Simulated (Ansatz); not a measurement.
# Ge wire along [110], 16 atoms a period, H-terminated: bands by functional and under strain

Aim: is the Ge wire along [110], 16 atoms a period, H-terminated a metal or a semiconductor?

Program: Ansatz 0.2.0. Level of theory: DFT PBE, plane waves, PAW; relaxation of a wire's period; PAW set soft_1, in the first sound run; inputs show where later runs differ. Results are calculated unless marked as measured.

Most raw output is cut from this account.

## 1. The starting structure

The cell holds 28 atoms: 16 Ge and 12 H. Cell: a = 18.681 Å, b = 17.493 Å, c = 4.073 Å, α = 90.0°, β = 90.0°, γ = 90.0°. Vacuum lies along a and b. The structure's axis is c.

## 2. The relaxed wire

Band widths follow the bond lengths, so the wire is relaxed first. The atoms and the third cell vector are free; the box across stays fixed as vacuum. A Fermi-Dirac smearing is set since the result may be a metal. The pressure printed is a third of the stress's trace over the whole box, vacuum included; only the stress along the axis is relaxed.

input.yaml

```yaml
crystal:
  lattice:
    - [18.681, 0.0, 0.0]
    - [0.0, 17.493, 0.0]
    - [0.0, 0.0, 4.0729350596]
  atoms:
    - { symbol: Ge, position: [0.384383407, 0.383593563, 0.0] }
    - { symbol: H, position: [0.413254108, 0.805655945, 0.0] }
    - { symbol: Ge, position: [0.461467075, 0.267177423, 0.0] }
    - { symbol: Ge, position: [0.461467075, 0.500009703, 0.0] }
    - { symbol: Ge, position: [0.692718078, 0.383593563, 0.0] }
    - { symbol: H, position: [0.740931044, 0.310779599, 0.0] }
    - { symbol: Ge, position: [0.769801746, 0.500009703, 0.0] }
    - { symbol: H, position: [0.182003105, 0.500009703, 0.187268604] }
[... 16 atom lines left out ...]
    - { symbol: H, position: [0.413254108, 0.19436346, 0.0] }
    - { symbol: Ge, position: [0.461467075, 0.732841982, 0.0] }
    - { symbol: Ge, position: [0.692718078, 0.616425842, 0.0] }
    - { symbol: H, position: [0.740931044, 0.689239806, 0.0] }
kpoints:
  mp_grid: { grid: [1, 1, 20] }
scf:
  occupations: { method: fermi_dirac, width: 0.05 }
hamiltonian:
  xc: pbe
  pseudopotentials: { kind: paw, azcp: { folder: soft_1 } }
relax:
  cell: { fix: [a, b, alpha, beta, gamma] }
  max_steps: 45
  f_tol: 0.03
```

Command:

```bash
> ansatz run input.yaml --threads 4 --pin off --max-ram 16384MiB --backend cpu --events-out ev --progress --plain --runs-dir out
```

Run time: 4.1 min. Hardware: 4 threads of Arm Neoverse V1, shared host; peak memory 4.8 GiB.

Relaxation path:

| step | energy less that of the first step (eV) | largest force component (eV/Å) | pressure (GPa) | volume (Å³) |
| --- | --- | --- | --- | --- |
| 1 | 0.0000 | 0.3321 | -0.33 | 1330.98 |
| 2 | -0.0346 | 0.2923 | 0.02 | 1364.62 |
| 3 | -0.1251 | 0.0472 | -0.05 | 1348.06 |
| 4 | -0.1266 | 0.0114 | -0.01 | 1346.26 |
| 5* | -0.1289 | 0.0117 | -0.01 | 1346.26 |

Relaxation steps marked * repeat the geometry before them on a plane-wave basis chosen anew for their cell, so energy and pressure can jump there.

Forces are held to the 8 operations that the run works with; a distortion that breaks them can't arise in this run.

| cell as run | before | after | change |
| --- | --- | --- | --- |
| c (Å) | 4.073 | 4.120 | +1.1 % |

The atoms that moved most (Å, along periodic axes as changes of fractional coordinates times the final cell, across vacuum about the mean position):

| atom | dx | dy | dz | length |
| --- | --- | --- | --- | --- |
| H6 | -0.072 | 0.038 | 0.000 | 0.081 |
| H11 | 0.072 | 0.038 | 0.000 | 0.081 |
| H28 | -0.072 | -0.038 | 0.000 | 0.081 |
| H12 | 0.072 | -0.038 | 0.000 | 0.081 |
| Ge13 | 0.062 | 0.041 | 0.000 | 0.075 |
| Ge5 | -0.062 | 0.041 | 0.000 | 0.075 |
| Ge14 | 0.062 | -0.041 | 0.000 | 0.075 |
| Ge27 | -0.062 | -0.041 | 0.000 | 0.075 |

Final coordinates:

```cif
data_structure
_symmetry_space_group_name_H-M 'P 1'
_symmetry_Int_Tables_number 1
_cell_length_a 18.6810
_cell_length_b 17.4930
_cell_length_c 4.1197
_cell_angle_alpha 90.000
_cell_angle_beta 90.000
_cell_angle_gamma 90.000
_cell_volume 1346.26
loop_
_atom_site_label
_atom_site_type_symbol
_atom_site_fract_x
_atom_site_fract_y
_atom_site_fract_z
_atom_site_occupancy
Ge1 Ge 0.38536 0.38431 0.00000 1
H2 H 0.41463 0.80219 0.00000 1
Ge3 Ge 0.46312 0.27024 0.00000 1
Ge4 Ge 0.46203 0.50001 0.00000 1
Ge5 Ge 0.68940 0.38596 0.00000 1
H6 H 0.73710 0.31294 0.00000 1
Ge7 Ge 0.76611 0.50001 0.00000 1
H8 H 0.18406 0.50001 0.20216 1
H9 H 0.81596 0.50001 0.29784 1
Ge10 Ge 0.23391 0.50001 0.50000 1
H11 H 0.26292 0.31294 0.50000 1
H12 H 0.26292 0.68708 0.50000 1
Ge13 Ge 0.31061 0.38596 0.50000 1
Ge14 Ge 0.31061 0.61406 0.50000 1
Ge15 Ge 0.53690 0.27024 0.50000 1
Ge16 Ge 0.53690 0.72978 0.50000 1
Ge17 Ge 0.53798 0.50001 0.50000 1
H18 H 0.58539 0.19783 0.50000 1
H19 H 0.58539 0.80219 0.50000 1
Ge20 Ge 0.61466 0.38431 0.50000 1
Ge21 Ge 0.61466 0.61571 0.50000 1
H22 H 0.81596 0.50001 0.70216 1
H23 H 0.18406 0.50001 0.79784 1
Ge24 Ge 0.38536 0.61571 0.00000 1
H25 H 0.41463 0.19783 0.00000 1
Ge26 Ge 0.46312 0.72978 0.00000 1
Ge27 Ge 0.68940 0.61406 0.00000 1
H28 H 0.73710 0.68708 0.00000 1
```

This step gave:

```yaml
cell_length_along_the_wire: 4.120 Å
```

The cell's length comes to 4.120 Å with spin left out.

## 3. Bands of the perfect wire

This step: DFT PBE, plane waves, PAW; bands of a perfect wire; PAW set soft_1 (Ansatz 0.2.0).

At the relaxed period the bands are computed along the axis; those that cross an energy going forward count the channels that a perfect wire would open there.

input.yaml

```yaml
crystal:
  lattice:
    - [18.681, 0.0, 0.0]
    - [0.0, 17.493, 0.0]
    - [0.0, 0.0, 4.1197008101]
  atoms:
    - { symbol: Ge, position: [0.385357784, 0.384308505, 0.0] }
    - { symbol: H, position: [0.414626598, 0.802191477, 0.0] }
    - { symbol: Ge, position: [0.463120549, 0.27023709, 0.0] }
    - { symbol: Ge, position: [0.462034169, 0.500009703, 0.0] }
    - { symbol: Ge, position: [0.689403496, 0.385963684, 0.0] }
    - { symbol: H, position: [0.737098722, 0.3129351, 0.0] }
    - { symbol: Ge, position: [0.766112732, 0.500009703, 0.0] }
    - { symbol: H, position: [0.184058752, 0.500009703, 0.202158308] }
[... 16 atom lines left out ...]
    - { symbol: H, position: [0.414626598, 0.197827929, 0.0] }
    - { symbol: Ge, position: [0.463120549, 0.729782315, 0.0] }
    - { symbol: Ge, position: [0.689403496, 0.614055722, 0.0] }
    - { symbol: H, position: [0.737098722, 0.687084306, 0.0] }
kpoints:
  mp_grid: { grid: [1, 1, 20] }
  band_path: { path: ["Γ", Z], npoints: 90 }
scf:
  occupations: { method: fermi_dirac, width: 0.05 }
hamiltonian:
  xc: pbe
  pseudopotentials: { kind: paw, azcp: { folder: soft_1 } }
output:
  dos: { e_range: [-5, 4] }
  write_potential: true
  write_density: true
  volumetric_format: npy
```

Run time: 4.7 min. Hardware: 4 threads; peak memory 9.1 GiB; 19 min of CPU time.

This step gave:

| Property | Result |
| --- | --- |
| band gap | 1.506 eV |

Electronic bands along the path, in eV, zero at the Fermi level; v1 is the highest filled band, c1 the lowest empty one:

| point | v4 | v3 | v2 | v1 | c1 | c2 | c3 | c4 |
| --- | --- | --- | --- | --- | --- | --- | --- | --- |
| Γ | -1.57 | -1.47 | -1.08 | -0.74 | 0.77 | 0.80 | 0.83 | 0.96 |
| halfway | -1.84 | -1.78 | -1.69 | -1.56 | 1.82 | 1.88 | 1.94 | 2.06 |
| Z | -2.20 | -2.20 | -2.11 | -2.11 | 1.51 | 1.51 | 1.77 | 1.77 |

The gap is 1.51 eV, with spin left out.

The path shows a direct gap of 1.51 eV (valence top at Γ, conduction bottom at Γ).

## 4. Levels at the same atoms, cutoff 500 eV, k-mesh 1×1×15

This step: DFT r2SCAN, plane waves, PAW; bands of a perfect wire at the PBE geometry; PAW set soft_1 (Ansatz 0.2.0).

The atoms stay at the PBE geometry and the functional changes. r2SCAN also reads the kinetic-energy density; it often gives larger moments and wider gaps than PBE, at a higher cost. Against the first PBE run of this kind, the cutoff is 500 eV against 420 and the mesh along the wire has 15 points against 20.

input.yaml: that of step 3 with these lines changed.

```diff
@@ -35,3 +35,3 @@
 kpoints:
-  mp_grid: { grid: [1, 1, 20] }
+  mp_grid: { grid: [1, 1, 15] }
   band_path: { path: ["Γ", Z], npoints: 90 }
@@ -40,8 +40,3 @@
 hamiltonian:
-  xc: pbe
+  xc: r2scan
   pseudopotentials: { kind: paw, azcp: { folder: soft_1 } }
-output:
-  dos: { e_range: [-5, 4] }
-  write_potential: true
-  write_density: true
-  volumetric_format: npy
```

Wall time 7 min (4 threads); peak memory 13 GiB; 28 min of CPU time.

Numbers from this step:

| Item | Value |
| --- | --- |
| band gap | 1.801 eV |

The electronic bands at the labelled points (eV, zero at the Fermi level; v1 is the highest filled band, c1 the lowest empty one):

| point | v4 | v3 | v2 | v1 | c1 | c2 | c3 | c4 |
| --- | --- | --- | --- | --- | --- | --- | --- | --- |
| Γ | -1.75 | -1.63 | -1.25 | -0.88 | 0.92 | 0.95 | 0.96 | 1.12 |
| halfway | -2.04 | -1.98 | -1.88 | -1.74 | 2.01 | 2.08 | 2.09 | 2.23 |
| Z | -2.41 | -2.41 | -2.32 | -2.32 | 1.68 | 1.68 | 1.92 | 1.92 |

The gap is 1.80 eV, against 1.51 eV under PBE at the relaxed period.

## 5. Another level of theory, level HSE06, cutoff 420 eV

This step: DFT HSE06, plane waves, PAW; levels of a perfect wire at the PBE geometry; PAW set soft_1 (Ansatz 0.2.0).

The atoms stay at the PBE geometry and the functional changes. HSE06 mixes in a quarter of short-range exact exchange, which removes part of the self-interaction that closes gaps; it is dear, so the mesh is thinner and no path is run. Against the first PBE run of this kind, the mesh along the wire has 8 points against 20.

input.yaml: that of step 4 with these lines changed.

```diff
@@ -35,4 +35,3 @@
 kpoints:
-  mp_grid: { grid: [1, 1, 15] }
-  band_path: { path: ["Γ", Z], npoints: 90 }
+  mp_grid: { grid: [1, 1, 8] }
 scf:
@@ -40,3 +39,3 @@
 hamiltonian:
-  xc: r2scan
+  xc: hse06
   pseudopotentials: { kind: paw, azcp: { folder: soft_1 } }
```

Wall time 11 min (4 threads); peak memory 10 GiB.

Numbers from this step:

```yaml
band_gap: 2.189 eV
```

The gap is 2.19 eV, against 1.51 eV under PBE at the relaxed period.

## 6. With spin-orbit coupling, k-mesh 1×1×13

This step: DFT PBE, plane waves, fully relativistic PAW; bands of a perfect wire with spin-orbit coupling; PAW set soft_1 (Ansatz 0.2.0).

Spin-orbit coupling mixes the spins and splits bands that cross or touch without it, so it can open or close channels. Fully relativistic datasets take the place of the scalar ones. Against the first PBE run of this kind, the mesh along the wire has 13 points against 20.

input.yaml: that of step 5 with these lines changed.

```diff
@@ -35,3 +35,4 @@
 kpoints:
-  mp_grid: { grid: [1, 1, 8] }
+  mp_grid: { grid: [1, 1, 13] }
+  band_path: { path: ["Γ", Z], npoints: 90 }
 scf:
@@ -39,3 +40,6 @@
 hamiltonian:
-  xc: hse06
-  pseudopotentials: { kind: paw, azcp: { folder: soft_1 } }
+  xc: pbe
+  pseudopotentials: { kind: paw_fr, azcp: { folder: soft_1 } }
+magnetization:
+  noncollinear: true
+  spin_orbit: true
```

The job ended after 1.6 h (4 threads; peak memory 13 GiB).

Numbers from this step:

| Quantity | Value |
| --- | --- |
| band gap | 1.497 eV |

The electronic bands at the labelled points (eV, zero at the Fermi level; v1 is the highest filled band, c1 the lowest empty one):

| point | v4 | v3 | v2 | v1 | c1 | c2 | c3 | c4 |
| --- | --- | --- | --- | --- | --- | --- | --- | --- |
| Γ | -1.08 | -1.08 | -0.73 | -0.73 | 0.76 | 0.76 | 0.80 | 0.80 |
| halfway | -1.70 | -1.70 | -1.54 | -1.54 | 1.81 | 1.81 | 1.88 | 1.88 |
| Z | -2.10 | -2.10 | -2.10 | -2.10 | 1.50 | 1.50 | 1.50 | 1.50 |

The gap is 1.50 eV, against 1.51 eV under PBE at the relaxed period, with no moment.

## 7. Cost and result by level

Times are for 4 threads of Arm Neoverse V1, shared host. Results by setting:

| no. | run | band gap (eV) | time | memory (GiB) |
| --- | --- | --- | --- | --- |
| 1 | lead | 1.506 | 4.7 min | 9.1 |
| 2 | levels | 1.801 | 7 min | 13 |
| 3 | levels | 2.189 | 11 min | 10 |
| 4 | SOC | 1.497 | 1.6 h | 13 |

## 8. Strain along the wire, period over the relaxed period 0.97, k-mesh 1×1×16

This step: DFT PBE, plane waves, PAW; relaxation at a fixed period; PAW set soft_1 (Ansatz 0.2.0).

The period is set to 0.97 times the relaxed one and the atoms relax within it: strain changes bond lengths and angles, which shifts the bands against each other. Against the first PBE run of this kind, the mesh along the wire has 16 points against 20.

The cell differs from the one that the last finished run ended in (c 4.120 → 3.996 Å).

input.yaml: that of step 6 with these lines changed.

```diff
@@ -4,3 +4,3 @@
     - [0.0, 17.493, 0.0]
-    - [0.0, 0.0, 4.1197008101]
+    - [0.0, 0.0, 3.9961097858]
   atoms:
@@ -35,3 +35,3 @@
 kpoints:
-  mp_grid: { grid: [1, 1, 13] }
+  mp_grid: { grid: [1, 1, 16] }
   band_path: { path: ["Γ", Z], npoints: 90 }
@@ -41,5 +41,7 @@
   xc: pbe
-  pseudopotentials: { kind: paw_fr, azcp: { folder: soft_1 } }
-magnetization:
-  noncollinear: true
-  spin_orbit: true
+  pseudopotentials: { kind: paw, azcp: { folder: soft_1 } }
+relax:
+  max_steps: 40
+  f_tol: 0.02
+output:
+  stress: true
```

It took 5.5 min on 4 threads; peak memory 8.9 GiB.

Step by step:

| step | energy less that of the first step (eV) | largest force component (eV/Å) |
| --- | --- | --- |
| 1 | 0.0000 | 0.4667 |
| 2 | -0.0504 | 0.1554 |
| 3 | -0.0529 | 0.0224 |
| 4 | -0.0533 | 0.0032 |

The run keeps the 8 symmetry operations that it works with, so distortions that break them were not tested.

The atoms that moved most (Å):

| atom | dx | dy | dz | length |
| --- | --- | --- | --- | --- |
| H8 | -0.048 | 0.000 | -0.021 | 0.052 |
| H23 | -0.048 | 0.000 | 0.021 | 0.052 |
| H9 | 0.048 | 0.000 | 0.021 | 0.052 |
| H22 | 0.048 | 0.000 | -0.021 | 0.052 |
| Ge13 | -0.045 | -0.002 | 0.000 | 0.045 |
| Ge5 | 0.045 | -0.002 | 0.000 | 0.045 |
| Ge14 | -0.045 | 0.002 | 0.000 | 0.045 |
| Ge27 | 0.045 | 0.002 | 0.000 | 0.045 |

Final coordinates:

```xyz
28
Lattice="18.6810 0.0000 0.0000 0.0000 17.4930 0.0000 0.0000 0.0000 3.9961" Properties=species:S:1:pos:R:3
Ge    7.1899    6.7198    0.0000
H     7.7293   14.0373    0.0000
Ge    8.6331    4.7224    0.0000
Ge    8.6133    8.7467    0.0000
Ge   12.9237    6.7495    0.0000
H    13.8138    5.4728    0.0000
Ge   14.3469    8.7467    0.0000
H     3.3907    8.7467    0.7864
H    15.2906    8.7467    1.2116
Ge    4.3344    8.7467    1.9981
H     4.8676    5.4728    1.9981
H     4.8676   12.0205    1.9981
Ge    5.7576    6.7495    1.9981
Ge    5.7576   10.7439    1.9981
Ge   10.0482    4.7224    1.9981
Ge   10.0482   12.7709    1.9981
Ge   10.0681    8.7467    1.9981
H    10.9520    3.4560    1.9981
H    10.9520   14.0373    1.9981
Ge   11.4914    6.7198    1.9981
Ge   11.4914   10.7735    1.9981
H    15.2906    8.7467    2.7845
H     3.3907    8.7467    3.2097
Ge    7.1899   10.7735    0.0000
H     7.7293    3.4560    0.0000
Ge    8.6331   12.7709    0.0000
Ge   12.9237   10.7439    0.0000
H    13.8138   12.0205    0.0000
```

Numbers from this step:

```yaml
band_gap: 1.572 eV
```

The electronic bands at the labelled points (eV, zero at the Fermi level; v1 is the highest filled band, c1 the lowest empty one):

| point | v4 | v3 | v2 | v1 | c1 | c2 | c3 | c4 |
| --- | --- | --- | --- | --- | --- | --- | --- | --- |
| Γ | -1.65 | -1.61 | -1.12 | -0.77 | 0.80 | 0.82 | 0.90 | 0.99 |
| halfway | -2.15 | -2.10 | -1.98 | -1.89 | 1.52 | 1.60 | 1.64 | 1.78 |
| Z | -2.55 | -2.55 | -2.39 | -2.39 | 1.16 | 1.16 | 1.45 | 1.45 |

The gap is 1.57 eV, against 1.51 eV under PBE at the relaxed period.

## 9. Strain along the wire, period over the relaxed period 1.1, k-mesh 1×1×14

The period is set to 1.1 times the relaxed one and the atoms relax within it: strain changes bond lengths and angles, which shifts the bands against each other. Against the first PBE run of this kind, the mesh along the wire has 14 points against 20.

The cell differs from the one that the last finished run ended in (c 3.996 → 4.532 Å).

input.yaml: that of step 8 with these lines changed.

```diff
@@ -4,3 +4,3 @@
     - [0.0, 17.493, 0.0]
-    - [0.0, 0.0, 3.9961097858]
+    - [0.0, 0.0, 4.5316708911]
   atoms:
@@ -35,3 +35,3 @@
 kpoints:
-  mp_grid: { grid: [1, 1, 16] }
+  mp_grid: { grid: [1, 1, 14] }
   band_path: { path: ["Γ", Z], npoints: 90 }
```

Wall time 6.2 min (4 threads); peak memory 10 GiB; 24 min of CPU time.

Step by step:

| step | energy less that of the first step (eV) | largest force component (eV/Å) |
| --- | --- | --- |
| 1 | 0.0000 | 1.0587 |
| 2 | -0.3227 | 0.4728 |
| 3 | -0.4276 | 0.0857 |
| 4 | -0.4334 | 0.0071 |
| 5 | -0.4334 | 0.0070 |

Forces are held to the 8 operations that the run works with; a distortion that breaks them can't arise in this run.

The atoms that moved most (Å):

| atom | dx | dy | dz | length |
| --- | --- | --- | --- | --- |
| H9 | -0.157 | 0.000 | -0.102 | 0.188 |
| H22 | -0.157 | 0.000 | 0.102 | 0.188 |
| H23 | 0.157 | 0.000 | -0.102 | 0.188 |
| H8 | 0.157 | 0.000 | 0.102 | 0.188 |
| Ge27 | -0.154 | -0.001 | 0.000 | 0.154 |
| Ge14 | 0.154 | -0.001 | 0.000 | 0.154 |
| Ge5 | -0.154 | 0.001 | 0.000 | 0.154 |
| Ge13 | 0.154 | 0.001 | 0.000 | 0.154 |

Final coordinates:

```cif
data_structure
_symmetry_space_group_name_H-M 'P 1'
_symmetry_Int_Tables_number 1
_cell_length_a 18.6810
_cell_length_b 17.4930
_cell_length_c 4.5317
_cell_angle_alpha 90.000
_cell_angle_beta 90.000
_cell_angle_gamma 90.000
_cell_volume 1480.89
loop_
_atom_site_label
_atom_site_type_symbol
_atom_site_fract_x
_atom_site_fract_y
_atom_site_fract_z
_atom_site_occupancy
Ge1 Ge 0.38771 0.38414 0.00000 1
H2 H 0.41759 0.80244 0.00000 1
Ge3 Ge 0.46616 0.27021 0.00000 1
Ge4 Ge 0.46492 0.50001 0.00000 1
Ge5 Ge 0.68115 0.38601 0.00000 1
H6 H 0.72989 0.31354 0.00000 1
Ge7 Ge 0.75852 0.50001 0.00000 1
H8 H 0.19248 0.50001 0.22472 1
H9 H 0.80754 0.50001 0.27528 1
Ge10 Ge 0.24150 0.50001 0.50000 1
H11 H 0.27013 0.31354 0.50000 1
H12 H 0.27013 0.68648 0.50000 1
Ge13 Ge 0.31886 0.38601 0.50000 1
Ge14 Ge 0.31886 0.61401 0.50000 1
Ge15 Ge 0.53386 0.27021 0.50000 1
Ge16 Ge 0.53386 0.72981 0.50000 1
Ge17 Ge 0.53510 0.50001 0.50000 1
H18 H 0.58243 0.19758 0.50000 1
H19 H 0.58243 0.80244 0.50000 1
Ge20 Ge 0.61231 0.38414 0.50000 1
Ge21 Ge 0.61231 0.61588 0.50000 1
H22 H 0.80754 0.50001 0.72472 1
H23 H 0.19248 0.50001 0.77528 1
Ge24 Ge 0.38771 0.61588 0.00000 1
H25 H 0.41759 0.19758 0.00000 1
Ge26 Ge 0.46616 0.72981 0.00000 1
Ge27 Ge 0.68115 0.61401 0.00000 1
H28 H 0.72989 0.68648 0.00000 1
```

This step gave:

| Item | Value |
| --- | --- |
| band gap | 0.9750 eV |

The electronic bands at the labelled points (eV, zero at the Fermi level; v1 is the highest filled band, c1 the lowest empty one):

| point | v4 | v3 | v2 | v1 | c1 | c2 | c3 | c4 |
| --- | --- | --- | --- | --- | --- | --- | --- | --- |
| Γ | -0.91 | -0.77 | -0.73 | -0.56 | 0.48 | 0.51 | 0.53 | 0.65 |
| halfway | -1.09 | -1.05 | -0.99 | -0.71 | 2.34 | 2.36 | 2.45 | 2.49 |
| Z | -1.43 | -1.43 | -1.23 | -1.23 | 2.28 | 2.28 | 2.54 | 2.54 |

The gap is 0.975 eV, against 1.51 eV under PBE at the relaxed period.

## 10. Summary of results

| Item | Value |
| --- | --- |
| cell length, PBE | 4.120 Å |
| gap, PBE | 1.51 eV |
| gap, r2SCAN | 1.80 eV |
| gap, HSE06 | 2.19 eV |
| gap, with spin-orbit coupling | 1.50 eV |
| gap, period scaled by 0.97 | 1.57 eV |
| gap, period scaled by 1.1 | 0.975 eV |

What this shows: Under PBE the cell's length is 4.12 Å, and a gap of 1.51 eV makes it a semiconductor. At the relaxed period the wire is gapped under every functional, from 1.51 eV (PBE) to 2.19 eV (HSE06). Weak screening in one dimension makes quasiparticle gaps larger than the semilocal gaps, as a rule. Strain matters: under PBE the gap goes from 1.51 eV to 1.57 eV at 0.97 times the period and 0.975 eV at 1.1 times the period. A hybrid's gap is read on a coarse mesh, without a band path.

[Logs are printed without paths, hosts, clocks, repeated set-up lines and the standing remarks that a program may print on its own settings, such as how far it seeks lower states.]

[Hosts, paths, dates, database ids (printed as entryN), source tags and the programs' standing remarks are cut or masked in the printed files.]
